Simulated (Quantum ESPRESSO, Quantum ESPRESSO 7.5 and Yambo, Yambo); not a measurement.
## SnTe (Fm-3m): G0W0 with Yambo, start to end

Aim: the G0W0 gap of SnTe (Fm-3m) on PBE with spin-orbit coupling, step by step.

Program: Quantum ESPRESSO 7.5 and Yambo 5.3.0. Level of theory: PBE and many-body steps on it, plane waves. Results are calculated unless marked as measured.

The database entry behind the starting cell differs from later determinations by our own check (about 0.3 % short), so it need not match the best structure at ambient conditions.

**1. The starting structure**

The structure is cubic, space group Fm-3m (No. 225). Conventional cell: a = 6.302 Å, b = 6.302 Å, c = 6.302 Å, α = 90.00°, β = 90.00°, γ = 90.00°. Nearest to Sn lie 6 Te at 3.15 Å. Te has 6 Sn at 3.15 Å nearest. Farther neighbours and most contacts between anions are not listed.

As a file:

```cif
data_structure
_symmetry_space_group_name_H-M 'P 1'
_symmetry_Int_Tables_number 1
_cell_length_a 4.4560
_cell_length_b 4.4560
_cell_length_c 4.4560
_cell_angle_alpha 60.000
_cell_angle_beta 60.000
_cell_angle_gamma 60.000
_cell_volume 62.56
loop_
_atom_site_label
_atom_site_type_symbol
_atom_site_fract_x
_atom_site_fract_y
_atom_site_fract_z
_atom_site_occupancy
Sn1 Sn 0.00000 0.00000 0.00000 1
Te2 Te 0.50000 0.50000 0.50000 1
```

The cell and positions come from the Crystallography Open Database and are kept as given unless a step says otherwise.

**2. Ground state**

This step: Quantum ESPRESSO 7.5; DFT, PBE with spin-orbit coupling, plane waves, norm-conserving pseudopotentials.

The ground-state density comes first.

File pw.in:

```
&control
  calculation = 'scf'
  prefix = 'x'
  outdir = 'o'
  pseudo_dir = 'pseudo'
/
&system
  ibrav = 0
  nat = 2
  ntyp = 2
  ecutwfc = 88.0
  nbnd = 56
  force_symmorphic = .true.
  noncolin = .true.
  lspinorb = .true.
/
&electrons
  conv_thr = 1e-10
  electron_maxstep = 80
  mixing_beta = 0.5
/
ATOMIC_SPECIES
  Sn 118.71 Sn.upf
  Te 127.6 Te.upf
CELL_PARAMETERS angstrom
  -0.0000000000 3.1508500000 3.1508500000
  3.1508500000 -0.0000000000 3.1508500000
  3.1508500000 3.1508500000 -0.0000000000
ATOMIC_POSITIONS crystal
  Sn 0.0000000000 0.0000000000 0.0000000000
  Te 0.5000000000 0.5000000000 0.5000000000
K_POINTS automatic
  6 6 6 0 0 0
```

Run with:

```bash
OMP_NUM_THREADS=1 mpirun -n 4 pw.x -nk 4 -in pw.in > pw.out
```

What it wrote:

```text
Program PWSCF v.7.5 starts

     This program is part of the open-source Quantum ESPRESSO suite
     for quantum simulation of materials; please cite
         "P. Giannozzi et al., J. Phys.:Condens. Matter 21 395502 (2009);
         "P. Giannozzi et al., J. Phys.:Condens. Matter 29 465901 (2017);
         "P. Giannozzi et al., J. Chem. Phys. 152 154105 (2020);
     in publications or presentations arising from this work. More details at
     Message from routine setup:
     using ibrav=0 with symmetry is DISCOURAGED, use correct ibrav instead

     G-vector sticks info

     bravais-lattice index     =            0
     lattice parameter (alat)  =       8.4206  a.u.
     unit-cell volume          =     422.1918 (a.u.)^3
     number of atoms/cell      =            2
     number of atomic types    =            2
     number of electrons       =        46.00
     number of Kohn-Sham states=           56
     kinetic-energy cutoff     =      88.0000  Ry
     charge density cutoff     =     352.0000  Ry
     scf convergence threshold =      1.0E-10
     mixing beta               =       0.5000
     number of iterations used =            8  plain     mixing
     Exchange-correlation= PBE
                           (   1   4   3   4   0   0   0)
     Non magnetic calculation with spin-orbit

     celldm(1)=   8.420572  celldm(2)=   0.000000  celldm(3)=   0.000000
     celldm(4)=   0.000000  celldm(5)=   0.000000  celldm(6)=   0.000000

     crystal axes: (cart. coord. in units of alat)
               a(1) = (  -0.000000   0.707107   0.707107 )
               a(2) = (   0.707107  -0.000000   0.707107 )
               a(3) = (   0.707107   0.707107  -0.000000 )

     reciprocal axes: (cart. coord. in units 2 pi/alat)
               b(1) = ( -0.707107  0.707107  0.707107 )
               b(2) = (  0.707107 -0.707107  0.707107 )
               b(3) = (  0.707107  0.707107 -0.707107 )
     Pseudo is Norm-conserving + core correction, Zval = 22.0
     Generated using ONCVPSP code by D. R. Hamann
     Using radial grid of 1668 points, 10 beta functions with:
     Pseudo is Norm-conserving + core correction, Zval = 24.0
     Generated using ONCVPSP code by D. R. Hamann
     Using radial grid of 1324 points, 10 beta functions with:
     Sn               22.00   118.71000     Sn( 1.00)
     Te               24.00   127.60000     Te( 1.00)

     48 Sym. Ops., with inversion, found

   Cartesian axes

     site n.     atom                  positions (alat units)
         1        Sn     tau(   1) = (   0.0000000   0.0000000   0.0000000  )
         2        Te     tau(   2) = (   0.7071068   0.7071068   0.7071068  )

     number of k points=    16
                       cart. coord. in units 2pi/alat
        k(    1) = (   0.0000000   0.0000000   0.0000000), wk =   0.0046296
        k(    2) = (   0.1178511   0.1178511  -0.1178511), wk =   0.0370370
        k(    3) = (   0.2357023   0.2357023  -0.2357023), wk =   0.0370370
        k(    4) = (  -0.3535534  -0.3535534   0.3535534), wk =   0.0185185
        k(    5) = (   0.2357023   0.0000000  -0.0000000), wk =   0.0277778
        k(    6) = (   0.3535534   0.1178511  -0.1178511), wk =   0.1111111
        k(    7) = (  -0.2357023  -0.4714045   0.4714045), wk =   0.1111111
        k(    8) = (  -0.1178511  -0.3535534   0.3535534), wk =   0.1111111
        k(    9) = (   0.0000000  -0.2357023   0.2357023), wk =   0.0555556
        k(   10) = (   0.4714045   0.0000000  -0.0000000), wk =   0.0277778
     [... 4 further rows ...]
        k(   15) = (  -0.1178511  -0.3535534   0.5892557), wk =   0.1111111
        k(   16) = (  -0.7071068   0.2357023   0.0000000), wk =   0.0555556

     Dense  grid:    47183 G-vectors     FFT dimensions: (  54,  54,  54)

     Initial potential from superposition of free atoms

     starting charge      45.9982, renormalised to      46.0000
     Starting wfcs are   52 randomized atomic wfcs +    4 random wfcs

     per-process dynamical memory:   112.2 Mb

     Self-consistent Calculation

     iteration #  1     ecut=    88.00 Ry     beta= 0.50

     Threshold (ethr) on eigenvalues was too large:
     Diagonalizing with lowered threshold

     total energy              =   -1005.34440129 Ry
     estimated scf accuracy    <       0.01628496 Ry

     iteration #  2     ecut=    88.00 Ry     beta= 0.50

     total energy              =   -1005.34775661 Ry
     estimated scf accuracy    <       0.00163647 Ry

     iteration #  3     ecut=    88.00 Ry     beta= 0.50

     total energy              =   -1005.34804606 Ry
     estimated scf accuracy    <       0.00031466 Ry

     iteration #  4     ecut=    88.00 Ry     beta= 0.50

     total energy              =   -1005.34806458 Ry
     estimated scf accuracy    <       0.00001208 Ry

     iteration #  5     ecut=    88.00 Ry     beta= 0.50

     total energy              =   -1005.34806633 Ry
     estimated scf accuracy    <       0.00000043 Ry

     iteration #  6     ecut=    88.00 Ry     beta= 0.50

     total energy              =   -1005.34806640 Ry
     estimated scf accuracy    <       0.00000002 Ry

     iteration #  7     ecut=    88.00 Ry     beta= 0.50

     total energy              =   -1005.34806641 Ry
     estimated scf accuracy    <          2.9E-09 Ry

     iteration #  8     ecut=    88.00 Ry     beta= 0.50

     total energy              =   -1005.34806641 Ry
     estimated scf accuracy    <          8.3E-10 Ry

     iteration #  9     ecut=    88.00 Ry     beta= 0.50

     End of self-consistent calculation

          k = 0.0000 0.0000 0.0000 (  5961 PWs)   bands (ev):

  -148.1552-148.1552-118.3843-118.3843-104.9707-104.9707 -95.2620 -95.2620
   -95.2620 -95.2620 -79.4370 -79.4370 -71.8716 -71.8716 -71.8716 -71.8716
   -26.4280 -26.4280 -26.4280 -26.4280 -24.9647 -24.9647 -24.9647 -24.9647
   -24.9625 -24.9625 -11.0353 -11.0353 -11.0353 -11.0353  -9.9988  -9.9988
    -9.9988  -9.9988  -9.9958  -9.9958  -1.3177  -1.3177   6.8114   6.8114
     8.7625   8.7625   9.6037   9.6037   9.6037   9.6037  14.2687  14.2687
    15.1171  15.1171  15.1171  15.1171  16.2380  16.2380  16.2380  16.2890

          k = 0.1179 0.1179-0.1179 (  5907 PWs)   bands (ev):

  -148.1552-148.1552-118.3843-118.3843-104.9707-104.9707 -95.2620 -95.2620
   -95.2620 -95.2620 -79.4370 -79.4370 -71.8715 -71.8715 -71.8715 -71.8715
   -26.4275 -26.4275 -26.4273 -26.4273 -24.9643 -24.9643 -24.9640 -24.9640
   -24.9619 -24.9619 -11.0355 -11.0355 -11.0345 -11.0345  -9.9999  -9.9999
    -9.9979  -9.9979  -9.9944  -9.9944  -1.0864  -1.0864   5.6783   5.6783
[...]
k = 0.2357 0.2357-0.2357 (  5888 PWs)   bands (ev):

  -148.1552-148.1552-118.3843-118.3843-104.9707-104.9707 -95.2620 -95.2620
[...]
-26.4272 -26.4272 -26.4267 -26.4267 -24.9641 -24.9641 -24.9634 -24.9634
   -24.9612 -24.9612 -11.0361 -11.0361 -11.0332 -11.0332 -10.0026 -10.0026
    -9.9965  -9.9965  -9.9919  -9.9919  -0.4843  -0.4843   3.9991   3.9991
     9.1930   9.1930   9.7864   9.7864  10.9220  10.9220  12.1065  12.1065
    12.6129  12.6129  12.6261  12.6261  17.3786  17.3786  18.3728  18.3802

          k =-0.3536-0.3536 0.3536 (  5900 PWs)   bands (ev):

     [... further k-points ...]

     highest occupied, lowest unoccupied level (ev):    11.3644   11.6283

!    total energy              =   -1005.34806641 Ry
     estimated scf accuracy    <          1.0E-11 Ry

     The total energy is the sum of the following terms:
     one-electron contribution =    -716.64138396 Ry
     hartree contribution      =     343.77554851 Ry
     xc contribution           =    -127.74038889 Ry
     ewald contribution        =    -504.74184207 Ry

     convergence has been achieved in   9 iterations

     XML data file, charge density, pseudopotentials, collected wavefunctions

=------------------------------------------------------------------------------=
   JOB DONE.
=------------------------------------------------------------------------------=
```

Run time: 69 s. Hardware: 4 MPI ranks of Arm Neoverse V1, shared host; peak memory 0.79 GiB; 4.6 min of CPU time.

Numbers from this step:

```
total energy               : -13678.4573 eV
gap                        : 0.2639 eV
k of the valence top       : 0, 0, -0.5
k of the conduction bottom : 0, 0, -0.5
least direct gap           : 0.2639 eV
```

The gap is direct, at (0.000, 0.000, -0.500).

**3. Bands along the symmetry lines**

The cheap functional maps the bands first; the places of the edges decide which points the dearer methods must see.

File pw.in:

```
&control
  calculation = 'bands'
  prefix = 'x'
  outdir = 'o'
  pseudo_dir = 'pseudo'
/
&system
  ibrav = 0
  nat = 2
  ntyp = 2
  ecutwfc = 88.0
  nbnd = 58
  force_symmorphic = .true.
  noncolin = .true.
  lspinorb = .true.
/
&electrons
  conv_thr = 1e-9
  electron_maxstep = 80
  diago_full_acc = .true.
  diago_thr_init = 5e-6
/
ATOMIC_SPECIES
  Sn 118.71 Sn.upf
  Te 127.6 Te.upf
CELL_PARAMETERS angstrom
  -0.0000000000 3.1508500000 3.1508500000
  3.1508500000 -0.0000000000 3.1508500000
  3.1508500000 3.1508500000 -0.0000000000
ATOMIC_POSITIONS crystal
  Sn 0.0000000000 0.0000000000 0.0000000000
  Te 0.5000000000 0.5000000000 0.5000000000
K_POINTS crystal
  50
  0.00000000 0.00000000 0.00000000 1
  0.06250000 0.00000000 0.06250000 1
  0.12500000 0.00000000 0.12500000 1
  0.18750000 0.00000000 0.18750000 1
  0.25000000 0.00000000 0.25000000 1
  0.31250000 0.00000000 0.31250000 1
  0.37500000 0.00000000 0.37500000 1
  0.43750000 0.00000000 0.43750000 1
  0.50000000 0.00000000 0.50000000 1
  0.51562500 0.03125000 0.51562500 1
  0.53125000 0.06250000 0.53125000 1
  0.54687500 0.09375000 0.54687500 1
  0.56250000 0.12500000 0.56250000 1
  0.57812500 0.15625000 0.57812500 1
  0.59375000 0.18750000 0.59375000 1
  0.60937500 0.21875000 0.60937500 1
  0.62500000 0.25000000 0.62500000 1
  0.37500000 0.37500000 0.75000000 1
  0.32812500 0.32812500 0.65625000 1
  0.28125000 0.28125000 0.56250000 1
  0.23437500 0.23437500 0.46875000 1
  0.18750000 0.18750000 0.37500000 1
  0.14062500 0.14062500 0.28125000 1
  0.09375000 0.09375000 0.18750000 1
  0.04687500 0.04687500 0.09375000 1
  0.00000000 0.00000000 0.00000000 1
  0.06250000 0.06250000 0.06250000 1
  0.12500000 0.12500000 0.12500000 1
  0.18750000 0.18750000 0.18750000 1
  0.25000000 0.25000000 0.25000000 1
  0.31250000 0.31250000 0.31250000 1
  0.37500000 0.37500000 0.37500000 1
  0.43750000 0.43750000 0.43750000 1
  0.50000000 0.50000000 0.50000000 1
  0.50000000 0.46875000 0.53125000 1
  0.50000000 0.43750000 0.56250000 1
  0.50000000 0.40625000 0.59375000 1
  0.50000000 0.37500000 0.62500000 1
  0.50000000 0.34375000 0.65625000 1
  0.50000000 0.31250000 0.68750000 1
  0.50000000 0.28125000 0.71875000 1
  0.50000000 0.25000000 0.75000000 1
  0.50000000 0.21875000 0.71875000 1
  0.50000000 0.18750000 0.68750000 1
  0.50000000 0.15625000 0.65625000 1
  0.50000000 0.12500000 0.62500000 1
  0.50000000 0.09375000 0.59375000 1
  0.50000000 0.06250000 0.56250000 1
  0.50000000 0.03125000 0.53125000 1
  0.50000000 0.00000000 0.50000000 1
```

What it wrote:

```text
[banner, memory and clock lines left out]
Program PWSCF v.7.5 starts

     Atomic positions and unit cell read from directory:
     o/x.save/

     Message from routine setup:
     using ibrav=0 with symmetry is DISCOURAGED, use correct ibrav instead

     G-vector sticks info

     bravais-lattice index     =            0
     lattice parameter (alat)  =       8.4206  a.u.
     unit-cell volume          =     422.1918 (a.u.)^3
     number of atoms/cell      =            2
     number of atomic types    =            2
     number of electrons       =        46.00
     number of Kohn-Sham states=           58
     kinetic-energy cutoff     =      88.0000  Ry
     charge density cutoff     =     352.0000  Ry
     Exchange-correlation= PBE
                           (   1   4   3   4   0   0   0)
     Non magnetic calculation with spin-orbit

     celldm(1)=   8.420572  celldm(2)=   0.000000  celldm(3)=   0.000000
     celldm(4)=   0.000000  celldm(5)=   0.000000  celldm(6)=   0.000000

     crystal axes: (cart. coord. in units of alat)
               a(1) = (  -0.000000   0.707107   0.707107 )
               a(2) = (   0.707107  -0.000000   0.707107 )
               a(3) = (   0.707107   0.707107  -0.000000 )

     reciprocal axes: (cart. coord. in units 2 pi/alat)
               b(1) = ( -0.707107  0.707107  0.707107 )
               b(2) = (  0.707107 -0.707107  0.707107 )
               b(3) = (  0.707107  0.707107 -0.707107 )
     Pseudo is Norm-conserving + core correction, Zval = 22.0
     Generated using ONCVPSP code by D. R. Hamann
     Using radial grid of 1668 points, 10 beta functions with:
     Pseudo is Norm-conserving + core correction, Zval = 24.0
     Generated using ONCVPSP code by D. R. Hamann
     Using radial grid of 1324 points, 10 beta functions with:
     Sn               22.00   118.71000     Sn( 1.00)
     Te               24.00   127.60000     Te( 1.00)

     48 Sym. Ops., with inversion, found

   Cartesian axes

     site n.     atom                  positions (alat units)
         1        Sn     tau(   1) = (   0.0000000   0.0000000   0.0000000  )
         2        Te     tau(   2) = (   0.7071068   0.7071068   0.7071068  )

     number of k points=    50
                       cart. coord. in units 2pi/alat
        k(    1) = (   0.0000000   0.0000000   0.0000000), wk =   0.0200000
        k(    2) = (   0.0000000   0.0883883   0.0000000), wk =   0.0200000
        k(    3) = (   0.0000000   0.1767767   0.0000000), wk =   0.0200000
[...]
[... 38 further rows ...]
        k(   49) = (   0.0441942   0.7071068   0.0000000), wk =   0.0200000
        k(   50) = (   0.0000000   0.7071068   0.0000000), wk =   0.0200000

     Dense  grid:    47183 G-vectors     FFT dimensions: (  54,  54,  54)

     The potential is recalculated from file :
     o/x.save/charge-density

     Starting wfcs are   52 randomized atomic wfcs +    6 random wfcs

     Band Structure Calculation

     End of band structure calculation

          k = 0.0000 0.0000 0.0000 (  5961 PWs)   bands (ev):

  -148.1553-148.1553-118.3843-118.3843-104.9707-104.9707 -95.2621 -95.2621
   -95.2621 -95.2621 -79.4370 -79.4370 -71.8715 -71.8715 -71.8715 -71.8715
   -26.4281 -26.4281 -26.4281 -26.4281 -24.9647 -24.9647 -24.9647 -24.9647
   -24.9625 -24.9625 -11.0353 -11.0353 -11.0353 -11.0353  -9.9987  -9.9987
[...]
16.2963  16.2963

          k = 0.0000 0.0884 0.0000 (  5909 PWs)   bands (ev):

  -148.1553-148.1553-118.3842-118.3842-104.9707-104.9707 -95.2621 -95.2621
[...]
16.5267  16.5267

          k = 0.0000 0.1768 0.0000 (  5910 PWs)   bands (ev):

  -148.1553-148.1553-118.3842-118.3842-104.9707-104.9707 -95.2621 -95.2621
[...]
17.1726  17.1726

          k =-0.0000 0.2652 0.0000 (  5906 PWs)   bands (ev):

[...]
k = 0.0000 0.4419-0.0000 (  5882 PWs)   bands (ev):

[...]
k =-0.0000 0.5303 0.0000 (  5874 PWs)   bands (ev):

[...]
k = 0.0000 0.6187-0.0000 (  5882 PWs)   bands (ev):

[...]
k = 0.4640 0.4640-0.0000 (  5890 PWs)   bands (ev):

[...]
k = 0.3315 0.3315-0.0000 (  5883 PWs)   bands (ev):

[...]
k = 0.3094 0.7071-0.0000 (  5872 PWs)   bands (ev):

[...]
k = 0.2210 0.7071-0.0000 (  5880 PWs)   bands (ev):

[...]
k = 0.1768 0.7071-0.0000 (  5884 PWs)   bands (ev):

[...]
k = 0.0442 0.7071 0.0000 (  5882 PWs)   bands (ev):

  -148.1552-148.1552-118.3842-118.3842-104.9707-104.9707 -95.2621 -95.2621
[...]
21.7761  21.7761

          k = 0.0000 0.7071 0.0000 (  5874 PWs)   bands (ev):

  -148.1552-148.1552-118.3842-118.3842-104.9707-104.9707 -95.2621 -95.2621
[...]
5.8752   5.8752   7.4996   7.4996   7.9476   7.9476  13.6630  13.6630
    16.0227  16.0227  16.7692  16.7692  17.8541  17.8541  20.6355  20.6355
    22.1568  22.1568

     XML data file, pseudopotentials, collected wavefunctions
```

The job ended after 45 s (4 MPI ranks; peak memory 0.53 GiB; 3 min of CPU time).

Numbers from this step:

```yaml
gap: 0.2638 eV
k_of_the_valence_top: 0.5, 0.5, 0.5
k_of_the_conduction_bottom: 0.5, 0.5, 0.5
least_direct_gap: 0.2638 eV
```

The gap is 0.264 eV, as in the run before at this level.

The electronic bands at the labelled points (eV, zero at the top of the highest filled band):

```
    point  band 43  band 44  band 45  band 46  band 47  band 48  band 49  band 50
        Γ    -1.76    -1.76    -1.76    -1.76     2.90     2.90     3.75     3.75
  halfway    -2.71    -2.71    -1.92    -1.92     2.16     2.16     3.13     3.13
        X    -3.86    -3.86    -3.42    -3.42     2.30     2.30     4.66     4.66
  halfway    -3.65    -3.65    -3.17    -3.17     2.69     2.69     4.15     4.15
        U    -3.21    -3.21    -2.54    -2.54     2.92     2.92     3.39     3.39
jump to K    -3.21    -3.21    -2.54    -2.54     2.92     2.92     3.39     3.39
  halfway    -1.54    -1.54    -0.13    -0.13     0.57     0.57     0.94     0.94
        Γ    -1.76    -1.76    -1.76    -1.76     2.90     2.90     3.75     3.75
  halfway    -1.67    -1.67    -0.77    -0.77     1.32     1.32     1.88     1.88
        L    -1.44    -1.44     0.00     0.00     0.26     0.26     0.43     0.43
  halfway    -3.27    -3.27    -0.83    -0.83     0.61     0.61     3.04     3.04
        W    -4.65    -4.65    -0.72    -0.72     0.95     0.95     4.64     4.64
  halfway    -4.04    -4.04    -2.45    -2.45     3.01     3.01     3.14     3.14
        X    -3.86    -3.86    -3.42    -3.42     2.30     2.30     4.66     4.66
```

(Part 1 of 3 ends here.)

[Paths, hosts, dates, memory and timing lines, banners, echoed tables and standing remarks are left out of the program output.]

[Logs are printed without paths, hosts, clocks, repeated set-up lines and the standing remarks that a program may print on its own settings, such as how far it seeks lower states.]

[Runs of the session that timed out or met a known fault of the program may be left out.]

[Hosts, paths, dates, database ids (printed as entryN), source tags and the programs' standing remarks are cut or masked in the printed files.]
